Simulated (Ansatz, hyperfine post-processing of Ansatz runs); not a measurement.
# Reading the 7Li spectrum of LiFeF3

Calculated values: DFT, r2SCAN, plane-wave PAW, default files (PAW set soft_2), collinear spin, scalar-relativistic (Ansatz), contact and point-dipole shifts scaled to 330 K with Θ = 0 K (a pure Curie law); spin-only moments, above the ordering temperature.

```
Fe F Li
1.0
     1.47378   -4.85663    0.00000
     1.47378    4.85663    0.00000
     0.00000    0.00000    7.16903
Fe F Li
2 6 2
Direct
  0.24906 0.75094 0.75000
  0.75094 0.24906 0.25000
  0.35433 0.64567 0.07072
  0.09882 0.90118 0.25000
  0.35433 0.64567 0.42928
  0.64567 0.35433 0.92928
  0.64567 0.35433 0.57072
  0.90118 0.09882 0.75000
  0.00000 0.00000 0.50000
  0.00000 0.00000 0.00000
```

7Li MAS at 7.05 T (116.7 MHz), 62.5 kHz, 330 K; contact and dipolar shift alone, no orbital or quadrupolar part; lines under 1.5 % of the strongest are left out. NMR lines, with heights relative to the strongest:

```csv
position (ppm),intensity
-1385.2,5.9
-849.5,26
-313.7,100
222.0,81
757.7,51
1293.4,37
1829.1,11
2364.9,2.7
```

**Question.** Which lines are isotropic ones rather than spinning sidebands, and which Li atoms give them?

Sidebands are spaced by 536 ppm (the spinning rate over the resonance of 116.7 MHz). An isotropic line need not be the tallest: it is the area-weighted centre of its own family of sidebands, and the one that stays put when the rate is changed. Isotropic shifts: 222 ppm for atom 9 and the 1 atom equivalent to it (10 Fe through links of 89 to 93° (8), 110° (4) and 157° (4)), reduced anisotropy 1624 ppm.

[Logs are printed without paths, hosts, clocks, repeated set-up lines and the standing remarks that a program may print on its own settings, such as how far it seeks lower states.]

[Hosts, paths, dates, database ids (printed as entryN), source tags and the programs' standing remarks are cut or masked in the printed files.]
